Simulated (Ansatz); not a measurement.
# CsAgMoO4 (built on the sites of a database entry of CsLiMoO4): from the cell to its phonons, part 2 of 2

Aim: the vibrations of CsAgMoO4 (built on the sites of a database entry of CsLiMoO4), their spectra, and whether the structure is stable.

Ansatz 0.2.0; DFT PBEsol, scalar-relativistic, plane waves, PAW.

So far. Step 4 (Tight relaxation): The largest force component left is 0.66 meV/Å and the pressure is 0.009 GPa, within the tolerances set. The cell now holds 27.20 Å³/atom. Step 5 (Zone-centre response): Before it was imposed, the acoustic sum rule was missed by 9.9e-5 eV/Å² and the charge sum rule by 5.4e-5 e. Small misses are needed for a sound result but don't prove that mesh and cutoff are converged. The relaxed cell has a = 9.132 Å (conventional setting).

The structure was built from a prototype and need not be the compound's stable phase.

### 6. Response at finite wavevector

Stability and thermal properties need the whole zone. Linear response on a 2×2×2 q mesh gives force constants as far as a supercell of that size would, and the tensors from the zone-centre run are typed in so that the long-range dipole term is interpolated apart.

Input file input.yaml:

```yaml
crystal:
  lattice:
    - [0.0, 4.5658374057, 4.5658374057]
    - [4.5658374057, 0.0, 4.5658374057]
    - [4.5658374057, 4.5658374057, 0.0]
  atoms:
    - { symbol: Cs, position: [0.75, 0.75, 0.75] }
    - { symbol: Ag, position: [0.5, 0.5, 0.5] }
    - { symbol: Mo, position: [0.25, 0.25, 0.25] }
    - { symbol: O, position: [0.9148221723, 0.3617259426, 0.3617259426] }
    - { symbol: O, position: [0.3617259426, 0.3617259426, 0.9148221723] }
    - { symbol: O, position: [0.3617259426, 0.9148221723, 0.3617259426] }
    - { symbol: O, position: [0.3617259426, 0.3617259426, 0.3617259426] }
kpoints:
  mp_grid: { grid: [4, 4, 4] }
hamiltonian:
  xc: pbesol
scf:
  occupations: { method: fixed }
output:
  eigenvalues: true
phonons:
  method: dfpt
  qmesh: [2, 2, 2]
  temperatures: { t_max: 1000, t_step: 50 }
  qpath:
    path:
      - [[0.0, 0.0, 0.0], [-0.5, -0.5, 0.0], [-0.375, -0.375, 0.25]]
      - [[-0.375, 0.0, 0.375], [0.0, 0.0, 0.0], [0.0, 0.0, 0.5], [-0.5, -0.25, 0.25], [-0.5, -0.5, 0.0]]
    npoints: 10
  non_analytic_term:
    high_frequency_dielectric_tensor: [[2.9373, 0.0, 0.0], [0.0, 2.9373, 0.0], [0.0, 0.0, 2.9373]]
    born_effective_charges:
      - { species: Cs, tensor: [[1.3153, 0.0, 0.0], [0.0, 1.3153, 0.0], [0.0, 0.0, 1.3153]] }
      - { species: Ag, tensor: [[1.1586, 0.0, 0.0], [0.0, 1.1586, 0.0], [0.0, 0.0, 1.1586]] }
      - { species: Mo, tensor: [[3.5619, 0.0, 0.0], [0.0, 3.5619, 0.0], [0.0, 0.0, 3.5619]] }
      - { species: O, tensor: [[-1.5089, 0.9646, 0.9646], [0.9646, -1.5089, -0.9646], [0.9646, -0.9646, -1.5089]] }
      - { species: O, tensor: [[-1.5089, -0.9646, 0.9646], [-0.9646, -1.5089, 0.9646], [0.9646, 0.9646, -1.5089]] }
      - { species: O, tensor: [[-1.5089, 0.9646, -0.9646], [0.9646, -1.5089, 0.9646], [-0.9646, 0.9646, -1.5089]] }
      - { species: O, tensor: [[-1.5089, -0.9646, -0.9646], [-0.9646, -1.5089, -0.9646], [-0.9646, -0.9646, -1.5089]] }
    source: "zone-centre run at this cell"
```

Started as:

```sh
$ ansatz run input.yaml --threads 8 --pin off --max-ram 14336MiB --backend cpu --events-out ev --progress --plain --runs-dir out
```

It took 35 s on 8 threads of Intel Xeon 6975P-C (Granite Rapids), shared host; peak memory 1.5 GiB; 4 min of CPU time.

This step gave:

* sum-rule residual before enforcement: 2.43e-5 eV/Å²
* lowest frequency on the path: -102.4 cm⁻¹
* highest frequency on the path or at a solved wavevector: 921.4 cm⁻¹
* lowest mode on the q mesh (acoustic modes at Γ apart): -102.4 cm⁻¹

Frequencies (cm⁻¹) solved at each irreducible wavevector; negative means imaginary. Frequencies by wavevector, by row:

| q in reciprocal lattice units | star | mode 1 | mode 2 | mode 3 | mode 4 | mode 19 | mode 20 | mode 21 |
| --- | --- | --- | --- | --- | --- | --- | --- | --- |
| 0 0 0 | 1 | -102 | -102 | -102 | -28 | 849.5 | 849.5 | 921.4 |
| 0 0 -0.5 | 4 | -102.4 | -88.7 | -88.7 | -28.4 | 850 | 910 | 918.9 |
| 0 -0.5 -0.5 | 3 | -93.6 | -93.6 | -85.9 | -43.1 | 850.7 | 912.4 | 916.1 |

Interpolated from a 2×2×2 q mesh, with the LO-TO term (at Γ the limit along the path; where Γ stands inside the path, tables give the limit on arrival). Phonon branches along the path, in cm⁻¹:

| point | branch 1 | branch 2 | branch 3 | branch 4 | branch 18 | branch 19 | branch 20 | branch 21 |
| --- | --- | --- | --- | --- | --- | --- | --- | --- |
| Γ | -102 | -102 | -102 | -28 | 850 | 850 | 906 | 921 |
| halfway | -98 | -98 | -93 | -38 | 850 | 850 | 908 | 921 |
| X | -94 | -94 | -86 | -43 | 851 | 851 | 912 | 916 |
| halfway | -94 | -92 | -87 | -42 | 851 | 852 | 912 | 915 |
| U | -95 | -89 | -89 | -39 | 850 | 854 | 911 | 914 |
| jump to K | -95 | -89 | -89 | -39 | 850 | 854 | 911 | 914 |
| halfway | -99 | -98 | -91 | -37 | 850 | 852 | 907 | 920 |
| Γ | -102 | -102 | -102 | -28 | 850 | 850 | 906 | 921 |
| halfway | -102 | -96 | -96 | -29 | 850 | 850 | 907 | 921 |
| L | -102 | -89 | -89 | -28 | 850 | 850 | 910 | 919 |
| halfway | -98 | -90 | -88 | -37 | 850 | 853 | 910 | 916 |
| W | -91 | -91 | -90 | -40 | 852 | 853 | 912 | 913 |
| halfway | -93 | -92 | -87 | -42 | 851 | 852 | 912 | 915 |
| X | -94 | -94 | -86 | -43 | 851 | 851 | 912 | 916 |

The phonon density of states has structure finer than the step of the table below, so its rows give means over 25 cm⁻¹, whole bins alone (the curve runs from -105 to 925 cm⁻¹). Peaks (cm⁻¹: height): -95.0: 0.182, -35.0: 0.143, 135.0: 0.100, 265.0: 0.141, 305.0: 0.195, 855.0: 0.133, 915.0: 0.108.

Tetrahedra on a 12×12×12 mesh, mean over bins of 10 cm-1. Interpolated from a 2×2×2 q mesh. Table of phonon density of states by wavenumber; means over each step:

wavenumber (cm⁻¹), phonon density of states (1/cm⁻¹/cell) and a bar:
```
      -75      0.031 ##########
      -50      0.029 #########
      -25      0.083 ###########################
        0      0.037 ############
       25      0.048 ################
       50      0.011 ####
       75      0.023 #######
      100      0.018 ######
      125      0.069 ######################
      150      0.042 #############
      175      0.000 
      200      0.000 
      225      0.000 
      250      0.021 #######
      275      0.061 ####################
      300      0.093 ##############################
      325      0.025 ########
      350      0.000 
      375      0.000 
      400      0.000 
      425      0.000 
      450      0.000 
      475      0.000 
      500      0.000 
      525      0.000 
      550      0.000 
      575      0.000 
      600      0.000 
      625      0.000 
      650      0.000 
      675      0.000 
      700      0.000 
      725      0.000 
      750      0.000 
      775      0.000 
      800      0.000 
      825      0.003 #
      850      0.070 #######################
      875      0.007 ##
      900      0.042 ##############
```

The partial phonon density of states has structure finer than the step of the table below, so its rows give means over 50 cm⁻¹, whole bins alone (the curve runs from -112 to 959 cm⁻¹). Peaks (cm⁻¹: height): Ag -31.5: 0.0232, 29.1: 0.00991, 137.0: 0.0425; Cs -24.8: 0.0499, 22.4: 0.0378; Mo -31.5: 0.0163, 137.0: 0.0186, 305.4: 0.0410, 851.3: 0.0192; O -92.2: 0.129, 265.0: 0.089, 305.4: 0.0903, 851.3: 0.0836.

Phonopy on the run's constants, 11x11x11 mesh, Gaussian sigma 7.7 cm-1. Interpolated from a 2×2×2 q mesh. Partial phonon density of states against wavenumber; means over each step; values in 1/cm⁻¹/cell:

| wavenumber (cm⁻¹) | Ag | Cs | Mo | O |
| --- | --- | --- | --- | --- |
| -50 | 0.00945 | 0.0173 | 0.00650 | 0.00734 |
| 0 | 0.00687 | 0.0337 | 0.00462 | 0.00358 |
| 50 | 0.00705 | 0.00805 | 0.00385 | 0.00293 |
| 100 | 0.0150 | 2.4e-4 | 0.00668 | 0.00768 |
| 150 | 0.0201 | 7.4e-5 | 0.00886 | 0.0119 |
| 200 | 1.4e-6 | 0 | 7.2e-7 | 9.6e-7 |
| 250 | 2.3e-5 | 2.5e-5 | 8.9e-5 | 0.0302 |
| 300 | 6.1e-4 | 3.7e-5 | 0.0182 | 0.0496 |
| 350 | 9.6e-6 | 8.6e-7 | 3.7e-4 | 8.1e-4 |
| 400 | 0 | 0 | 0 | 0 |
| 450 | 0 | 0 | 0 | 0 |
| 500 | 0 | 0 | 0 | 0 |
| 550 | 0 | 0 | 0 | 0 |
| 600 | 0 | 0 | 0 | 0 |
| 650 | 0 | 0 | 0 | 0 |
| 700 | 0 | 0 | 0 | 0 |
| 750 | 0 | 0 | 0 | 0 |
| 800 | 0 | 0 | 8.4e-6 | 3.7e-5 |
| 850 | 1.2e-5 | 0 | 0.00746 | 0.0324 |
| 900 | 1.9e-5 | 1.3e-6 | 0.00302 | 0.0325 |

Symmetry leaves 3 wavevectors to solve. The lowest mode among them, the acoustic zeros apart, lies at q = (0, 0, -0.5) and is imaginary, 102.4i cm⁻¹, so the energy falls along it.

### 7. Finite displacements in a supercell

Finite displacements in a 2×2×2 supercell give force constants from forces alone. They are exact at the wavevectors that the supercell holds, where they check the linear-response result.

Edit input.yaml of step 6 so:

```diff
@@ -22,4 +22,4 @@
 phonons:
-  method: dfpt
-  qmesh: [2, 2, 2]
+  method: fd
+  supercell: [2, 2, 2]
   temperatures: { t_max: 1000, t_step: 50 }
```

Wall time 67 s (8 threads); peak memory 12 GiB; 8.5 min of CPU time.

This step gave:

```
atoms in the supercell               : 56
sum-rule residual before enforcement : 3.10e-4 eV/Å²
```

Interpolated from a 2×2×2 supercell, with the LO-TO term (at Γ the limit along the path; where Γ stands inside the path, tables give the limit on arrival). Phonon branches along the path, in cm⁻¹:

(Unchanged from step 6.)

Tetrahedra on a 12×12×12 mesh, mean over bins of 10 cm-1. Interpolated from a 2×2×2 supercell. The phonon density of states by wavenumber; read off at these points:

wavenumber (cm⁻¹), phonon density of states (1/cm⁻¹/cell) and a bar:
```
     -105      0.029 ####
      -95      0.182 ############################
      -75      0.000 
      -45      0.022 ###
      -35      0.143 ######################
      -25      0.068 ##########
        5      0.030 #####
       35      0.027 ####
       65      0.016 ##
       85      0.023 ####
      115      0.038 ######
      145      0.076 ############
      175      0.000 
      205      0.000 
      225      0.000 
      255      0.000 
      265      0.141 ######################
      285      0.000 
      305      0.195 ##############################
      315      0.062 ##########
      345      0.000 
      365      0.000 
      395      0.000 
      425      0.000 
      455      0.000 
      475      0.000 
      505      0.000 
      535      0.000 
      565      0.000 
      595      0.000 
      615      0.000 
      645      0.000 
      675      0.000 
      705      0.000 
      735      0.000 
      755      0.000 
      785      0.000 
      815      0.000 
      845      0.067 ##########
      855      0.133 #####################
      865      0.000 
      895      0.000 
      925      0.019 ###
```

At Γ the two methods differ by at most 0.0 cm⁻¹.

### 8. Outcome

- space group after relaxation (within 0.01 Å): F-43m
- volume per atom: 27.2 Å³
- gap on the k-mesh: 2.87 eV
- highest optical mode at the zone centre (no LO-TO term): 921 cm⁻¹
- top of the zone-centre spectrum with the field: 921 cm⁻¹
- lowest optical zone-centre mode: -102 cm⁻¹
- mean high-frequency dielectric constant: 2.94
- largest Born charge (third of the trace): 3.56 e
- lowest mode on the q mesh (acoustic modes at Γ apart): -102 cm⁻¹
- highest frequency on the path or at a solved wavevector: 921 cm⁻¹
- imaginary modes on the 2×2×2 q mesh: yes

In words: Modes are clearly imaginary (beyond 10i cm⁻¹) at 3 of the 3 irreducible wavevectors, most at q = (0, 0, -0.5) (102.4i cm⁻¹), so this structure is not a minimum of the energy. Without the field, the optical modes at Γ span -102 to 921 cm⁻¹ (negative means imaginary). The highest mode in this list at Γ, 921.4 cm⁻¹, is mostly motion of O (100 % of the kinetic energy). The macroscopic field leaves the top of the zone-centre spectrum where it is. Among the real modes, the strongest infrared line is at 850 cm⁻¹. Finite displacements and linear response differ by 0.0 cm⁻¹ in the highest zone-centre mode. The program warns that the interpolation holds no quadrupole term, so branches close to Γ can be off in this crystal. Spin-orbit coupling is left out, which can matter for the heavy elements here. The starting cell was built on a prototype and not taken from a measurement, so the phase need not exist. These are harmonic frequencies at zero temperature: anharmonic shifts, linewidths and thermal expansion are left out.

[Logs are printed without paths, hosts, clocks, repeated set-up lines and the standing remarks that a program may print on its own settings, such as how far it seeks lower states.]

[Hosts, paths, dates, database ids (printed as entryN), source tags and the programs' standing remarks are cut or masked in the printed files.]
